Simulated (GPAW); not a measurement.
# A GW chain in GPAW: Al3InN4 (ordered alloy, started on the zincblende lattice) (I-42m)

Wanted: ground state, empty states, screening and self-energy for Al3InN4 (ordered alloy, started on the zincblende lattice) (I-42m).

Calculated with GPAW 26.7.0; PBE and many-body steps on it, plane waves.

Most raw output is cut from this account.

The structure was built from a prototype and need not be the compound's stable phase.

**1. Set-up**

The structure is tetragonal, space group I-42m (No. 121). The conventional cell has a = 4.267 Å, b = 4.267 Å, c = 8.534 Å, α = 90.00°, β = 90.00°, γ = 90.00°. Nearest to Al lie 4 N at 1.85 Å. Nearest to N lie 3 Al at 1.85 Å and 1 In at 1.85 Å. In has 4 N at 1.85 Å nearest. Farther neighbours and most contacts between anions are not listed.

The start is a generated structure, not a measured one. The structure type comes from a generator and need not be one that this composition takes.

**2. Relaxation**

This step: GPAW 26.7.0; DFT, PBE, plane waves, PAW.

Gaps follow bond lengths, so the structure is brought to rest first.

run.py

```python
import json
import numpy as np
from gpaw.mpi import world
from ase import Atoms
from ase.constraints import FixSymmetry
from ase.filters import FrechetCellFilter
from ase.optimize import BFGS
from gpaw import GPAW, PW, FermiDirac

atoms = Atoms(['Al', 'N', 'Al', 'N', 'Al', 'N', 'In', 'N'],
    cell=[[-2.1334535822, 2.1334535822, 4.2669071644],
      [2.1334535822, -2.1334535822, 4.2669071644],
      [2.1334535822, 2.1334535822, -4.2669071644]],
    scaled_positions=[[0.7500000000, 0.2500000000, 0.5000000000],
      [0.1250000000, 0.6250000000, 0.0000000000],
      [0.5000000000, 0.5000000000, 0.0000000000],
      [0.8750000000, 0.8750000000, 0.5000000000],
      [0.2500000000, 0.7500000000, 0.5000000000],
      [0.6250000000, 0.1250000000, 0.0000000000],
      [0.0000000000, 0.0000000000, 0.0000000000],
      [0.3750000000, 0.3750000000, 0.5000000000]],
    pbc=(True, True, True))
atoms.set_constraint(FixSymmetry(atoms))
atoms.calc = GPAW(mode=PW(700),
    xc='PBE',
    kpts={'size': (6, 6, 6), 'gamma': True},
    occupations=FermiDirac(0.02),
    convergence={'density': 1e-5},
    txt='relax.txt')
steps = []
opt = BFGS(FrechetCellFilter(atoms, mask=[1, 1, 1, 1, 1, 1]), logfile='bfgs.log')
opt.attach(lambda: steps.append([atoms.get_potential_energy(), atoms.cell[:], atoms.positions.copy(), atoms.get_forces()]))
converged = opt.run(fmax=0.03, steps=50)
res = {'converged': bool(converged), 'steps': steps, 'cell': atoms.cell[:], 'frac': atoms.get_scaled_positions()}

if world.rank == 0:
    with open('result.json', 'w') as f:
        json.dump(res, f, default=lambda x: x.tolist())
```

The run is started by

```bash
> mpirun -n 8 gpaw python run.py
```

Wall time 2.8 min (8 MPI ranks of Arm Neoverse V1, shared host); peak memory 2.4 GiB.

The steps of the relaxation:

```csv
step,energy less that of the first step (eV),largest force (eV/Å)
1,0.0000,6.9838
2,-2.3170,2.3422
3,-3.1919,0.2411
4,-3.6761,0.8392
5,-4.0363,1.2564
6,-4.3100,1.1691
7,-4.4818,0.7227
8,-4.5453,0.1932
9,-4.5466,0.0037
10,-4.5441,0.0054
11,-4.5435,0.0016
12,-4.5432,0.0026
```

The atoms that moved most (Å):

```csv
atom,dx,dy,dz,length
N2,-0.106,0.106,-0.090,0.175
N6,0.106,-0.106,-0.090,0.175
N8,0.106,0.106,0.090,0.175
N4,-0.106,-0.106,0.090,0.175
```

**3. Ground state**

The ground-state density comes first.

run.py

```python
import json
import numpy as np
from gpaw.mpi import world
from ase import Atoms
from gpaw import GPAW, PW, FermiDirac

atoms = Atoms(['Al', 'N', 'Al', 'N', 'Al', 'N', 'In', 'N'],
    cell=[[-2.2740923623, 2.2740923623, 4.5312551353],
      [2.2740923623, -2.2740923623, 4.5312551353],
      [2.2740923623, 2.2740923623, -4.5312551353]],
    scaled_positions=[[0.7500000000, 0.2500000000, 0.5000000000],
      [0.1384717266, 0.5916886906, 0.0000000000],
      [0.5000000000, 0.5000000000, 1.0000000000],
      [0.8615282734, 0.8615282734, 0.4532169640],
      [0.2500000000, 0.7500000000, 0.5000000000],
      [0.5916886906, 0.1384717266, 0.0000000000],
      [0.0000000000, 0.0000000000, 0.0000000000],
      [0.4083113094, 0.4083113094, 0.5467830360]],
    pbc=(True, True, True))
calc = GPAW(mode=PW(600),
    xc='PBE',
    kpts={'size': (8, 8, 8), 'gamma': True},
    occupations=FermiDirac(0.001),
    nbands=-10,
    convergence={'density': 1e-6, 'bands': -3},
    maxiter=100,
    txt='gs.txt')
atoms.calc = calc
res = {'energy': atoms.get_potential_energy()}
kpts = calc.get_ibz_k_points()
res['kpts'] = kpts
res['eigenvalues'] = [calc.get_eigenvalues(kpt=k) for k in range(len(kpts))]
res['n_electrons'] = calc.get_number_of_electrons()
calc.write('gs.gpw')

if world.rank == 0:
    with open('result.json', 'w') as f:
        json.dump(res, f, default=lambda x: x.tolist())
```

The run is started by

```bash
> mpirun -n 8 gpaw python run.py
```

Run time: 27 s. Hardware: 8 MPI ranks; peak memory 1.8 GiB; 3.7 min of CPU time.

Numbers from this step:

```
total energy               : -54.5504 eV
gap                        : 2.399 eV
k of the valence top       : 0, 0, 0
k of the conduction bottom : 0, 0, 0
least direct gap           : 2.399 eV
```

The gap is direct, at Γ.

**4. Bands along the symmetry lines**

Levels along a band path, at the cheap level, show where the edges lie and whether the meshes to come will hold them.

run.py

```python
import json
import numpy as np
from gpaw.mpi import world
from gpaw import GPAW

path = [[0.000000, 0.000000, 0.000000],
    [0.000000, 0.000000, 0.062500],
    [0.000000, 0.000000, 0.125000],
    [0.000000, 0.000000, 0.187500],
    [0.000000, 0.000000, 0.250000],
    [0.000000, 0.000000, 0.312500],
    [0.000000, 0.000000, 0.375000],
    [0.000000, 0.000000, 0.437500],
    [0.000000, 0.000000, 0.500000],
    [0.031250, 0.031250, 0.468750],
    [0.062500, 0.062500, 0.437500],
    [0.093750, 0.093750, 0.406250],
    [0.125000, 0.125000, 0.375000],
    [0.156250, 0.156250, 0.343750],
    [0.187500, 0.187500, 0.312500],
    [0.218750, 0.218750, 0.281250],
    [0.250000, 0.250000, 0.250000],
    [0.218750, 0.281250, 0.218750],
    [0.187500, 0.312500, 0.187500],
    [0.156250, 0.343750, 0.156250],
    [0.125000, 0.375000, 0.125000],
    [0.093750, 0.406250, 0.093750],
    [0.062500, 0.437500, 0.062500],
    [0.031250, 0.468750, 0.031250],
    [0.000000, 0.500000, 0.000000],
    [0.000000, 0.437500, 0.000000],
    [0.000000, 0.375000, 0.000000],
    [0.000000, 0.312500, 0.000000],
    [0.000000, 0.250000, 0.000000],
    [0.000000, 0.187500, 0.000000],
    [0.000000, 0.125000, 0.000000],
    [0.000000, 0.062500, 0.000000],
    [0.000000, 0.000000, 0.000000],
    [0.062500, 0.062500, -0.062500],
    [0.125000, 0.125000, -0.125000],
    [0.187500, 0.187500, -0.187500],
    [0.250000, 0.250000, -0.250000],
    [0.312500, 0.312500, -0.312500],
    [0.375000, 0.375000, -0.375000],
    [0.437500, 0.437500, -0.437500],
    [0.500000, 0.500000, -0.500000],
    [0.476562, 0.523438, -0.476562],
    [0.453125, 0.546875, -0.453125],
    [0.429688, 0.570312, -0.429688],
    [0.406250, 0.593750, -0.406250],
    [0.382812, 0.617188, -0.382812],
    [0.359375, 0.640625, -0.359375],
    [0.335938, 0.664062, -0.335938],
    [0.312500, 0.687500, -0.312500],
    [-0.312500, 0.312500, 0.312500],
    [-0.273438, 0.273438, 0.273438],
    [-0.234375, 0.234375, 0.234375],
    [-0.195312, 0.195312, 0.195312],
    [-0.156250, 0.156250, 0.156250],
    [-0.117188, 0.117188, 0.117188],
    [-0.078125, 0.078125, 0.078125],
    [-0.039062, 0.039062, 0.039062],
    [0.000000, 0.000000, 0.000000],
    [0.000000, 0.000000, 0.500000],
    [-0.015625, 0.015625, 0.500000],
    [-0.031250, 0.031250, 0.500000],
    [-0.046875, 0.046875, 0.500000],
    [-0.062500, 0.062500, 0.500000],
    [-0.078125, 0.078125, 0.500000],
    [-0.093750, 0.093750, 0.500000],
    [-0.109375, 0.109375, 0.500000],
    [-0.125000, 0.125000, 0.500000],
    [0.500000, 0.500000, -0.125000],
    [0.500000, 0.500000, -0.171875],
    [0.500000, 0.500000, -0.218750],
    [0.500000, 0.500000, -0.265625],
    [0.500000, 0.500000, -0.312500],
    [0.500000, 0.500000, -0.359375],
    [0.500000, 0.500000, -0.406250],
    [0.500000, 0.500000, -0.453125],
    [0.500000, 0.500000, -0.500000]]
calc = GPAW('gs.gpw').fixed_density(kpts=path,
    symmetry='off',
    nbands=31,
    convergence={'bands': 27},
    txt='bands.txt')
res = {}
kpts = calc.get_ibz_k_points()
res['kpts'] = kpts
res['eigenvalues'] = [calc.get_eigenvalues(kpt=k) for k in range(len(kpts))]
res['n_electrons'] = calc.get_number_of_electrons()

if world.rank == 0:
    with open('result.json', 'w') as f:
        json.dump(res, f, default=lambda x: x.tolist())
```

The run is started by

```bash
> mpirun -n 8 gpaw python run.py
```

Wall time 45 s (8 MPI ranks); peak memory 2 GiB.

This step gave:

| Property | Result |
| --- | --- |
| gap | 2.399 eV |
| k of the valence top | 0, 0, 0 |
| k of the conduction bottom | 0, 0, 0 |
| least direct gap | 2.399 eV |

The gap is 2.399 eV, as in the run before at this level.

Electronic bands along the path, in eV, zero at the top of the highest filled band:

```csv
point,band 18,band 19,band 20,band 21,band 22,band 23,band 24,band 25
Γ,-1.84,-0.26,0.00,0.00,2.40,3.48,6.00,6.00
halfway,-1.12,-1.11,-0.75,-0.05,4.29,4.92,6.44,6.75
X,-0.77,-0.48,-0.22,-0.15,4.89,5.85,6.78,7.34
halfway,-0.77,-0.72,-0.22,-0.16,4.94,6.02,6.72,7.21
P,-1.11,-0.77,-0.20,-0.20,5.00,6.40,6.40,7.12
halfway,-1.00,-0.79,-0.66,-0.49,5.05,5.90,6.47,6.64
N,-1.54,-0.96,-0.68,-0.62,5.16,5.63,6.15,6.17
halfway,-1.64,-1.27,-0.41,-0.22,3.82,4.62,5.71,5.94
Γ,-1.84,-0.26,0.00,0.00,2.40,3.48,6.00,6.00
halfway,-1.61,-1.20,-0.30,-0.30,3.55,4.06,4.60,4.60
M,-1.51,-1.45,-0.58,-0.58,3.47,3.47,4.46,5.05
halfway,-1.51,-1.45,-0.65,-0.49,3.79,4.04,4.78,5.62
S,-1.53,-1.33,-0.49,-0.44,4.50,5.30,5.59,6.85
jump to S0,-1.53,-1.33,-0.49,-0.44,4.50,5.30,5.59,6.85
halfway,-1.38,-1.08,-0.54,-0.43,4.05,4.91,6.38,6.51
Γ,-1.84,-0.26,0.00,0.00,2.40,3.48,6.00,6.00
jump to X,-0.77,-0.48,-0.22,-0.15,4.89,5.85,6.78,7.34
halfway,-0.82,-0.58,-0.26,-0.16,4.89,5.91,6.62,7.33
R,-0.92,-0.80,-0.34,-0.21,4.87,6.02,6.19,7.05
jump to G,-0.92,-0.80,-0.34,-0.21,4.87,6.02,6.19,7.05
halfway,-1.27,-1.26,-0.61,-0.45,4.23,4.37,5.04,5.92
M,-1.51,-1.45,-0.58,-0.58,3.47,3.47,4.46,5.05
```

**5. Empty states on the mesh, 4×4×4 mesh, 162 bands**

The sums over transitions need many empty states on a uniform mesh; this step solves for them.

run.py

```python
import json
import numpy as np
from gpaw.mpi import world
from gpaw import GPAW

calc = GPAW('gs.gpw').fixed_density(kpts={'size': (4, 4, 4), 'gamma': True},
    nbands=189,
    convergence={'bands': 162},
    txt='nscf.txt')
calc.write('full.gpw', mode='all')
res = {}
kpts = calc.get_ibz_k_points()
res['kpts'] = kpts
res['eigenvalues'] = [calc.get_eigenvalues(kpt=k) for k in range(len(kpts))]
res['n_electrons'] = calc.get_number_of_electrons()

if world.rank == 0:
    with open('result.json', 'w') as f:
        json.dump(res, f, default=lambda x: x.tolist())
```

The run is started by

```bash
> mpirun -n 8 gpaw python run.py
```

The job ended after 52 s (8 MPI ranks; peak memory 2.1 GiB; 7 min of CPU time).

Numbers from this step:

```yaml
gap: 2.399 eV
k_of_the_valence_top: 0, 0, 0
k_of_the_conduction_bottom: 0, 0, 0
least_direct_gap: 2.399 eV
k_points_computed: 13
lowest_point_of_the_top_converged_band_above_the_valence_top: 65.0723 eV
```

On this mesh the gap is 2.399 eV.

**6. Screening and self-energy, 4×4×4 mesh, 70 bands, screening to 48 eV**

Now the one-shot GW correction: screening in the RPA, then the self-energy of the levels asked for.

This step: G0W0 on PBE, plane waves, PAW.

run.py

```python
import json
import numpy as np
from gpaw.mpi import world
from gpaw.response.g0w0 import G0W0

gw = G0W0('full.gpw',
    filename='gw',
    kpts=[0],
    bands=(19, 23),
    ecut=48,
    nbands=70,
    integrate_gamma='WS',
    ppa=True)
gw.calculate()
res = {mode: {k: v for k, v in r.items() if k != 'sigma_eskwn'}
       for mode, r in gw.all_results.items()}

if world.rank == 0:
    with open('result.json', 'w') as f:
        json.dump(res, f, default=lambda x: x.tolist())
```

The run is started by

```bash
> mpirun -n 8 gpaw python run.py
```

The job ended after 33 s (8 MPI ranks; peak memory 3.5 GiB; 4.4 min of CPU time).

This step gave:

* G0W0 gap on the points computed: 3.381 eV
* least direct G0W0 gap on the computed points: 3.381 eV
* Z at the valence top: 0.7946
* Z at the conduction bottom: 0.8250
* starting gap on the mesh: 2.399 eV
* k of the valence top: 0, 0, 0
* k of the conduction bottom: 0, 0, 0

The gap on the mesh goes from 2.40 eV to 3.38 eV, a correction of +0.98 eV.

Limits: finite bands, cutoff and mesh; no spin-orbit coupling. v1 is the top filled band, c1 the lowest empty one. Levels before and after the correction, in eV, zero at the valence-band top of each column:

```csv
,conduction bottom,valence top
Kohn-Sham,2.40,0.00
G0W0,3.38,0.00
```

```csv
,level,energy (eV)
Kohn-Sham,Γ v2-v1,0.000
Kohn-Sham,Γ c1,2.399
Kohn-Sham,Γ c2,3.482
G0W0,Γ v2-v1,0.000
G0W0,Γ c1,3.381
G0W0,Γ c2,4.234
```

**7. Where the time went**

Times are wall times on 8 MPI ranks of Arm Neoverse V1, shared host, good to a factor of about two.

```csv
step,time,share,memory (GiB)
relaxation,2.8 min,51 %,2.4
ground state,27 s,9 %,1.8
bands along the symmetry lines,45 s,14 %,2.0
empty states on the mesh,52 s,16 %,2.1
screening and self-energy,33 s,10 %,3.5
```

**8. Results**

```
PBE gap              : 2.40 eV, direct
G0W0 gap on the mesh : 3.38 eV
GW settings          : 4×4×4 mesh, 70 bands, screening to 48 eV, Godby-Needs plasmon pole
known limits         : not at the basis limit; no spin-orbit coupling
```

In words: G0W0 moves the gap on the mesh from 2.40 eV to 3.38 eV (+0.98 eV), with Z of 0.79 and 0.83 at the edges. Only 1 of the mesh's irreducible points was corrected, so a valley elsewhere could overtake. The dearest step here is «relaxation». Bands and cutoff are finite, so the gap is not at the basis limit. The miss can reach some tenths of an eV and take either sign; the mesh is an error of its own. These stock PAW sets were not made for GW. In the G0W0 run levels were corrected at 1 k point alone, so a gap called «on the mesh» is the least over those, and an edge elsewhere would be missed. The many-body steps are scalar-relativistic: spin-orbit coupling is not in them.

[Paths, hosts, dates, memory and timing lines, banners, echoed tables and standing remarks are left out of the program output.]

[Logs are printed without paths, hosts, clocks, repeated set-up lines and the standing remarks that a program may print on its own settings, such as how far it seeks lower states.]

[Runs of the session that timed out or met a known fault of the program may be left out.]

[Hosts, paths, dates, database ids (printed as entryN), source tags and the programs' standing remarks are cut or masked in the printed files.]
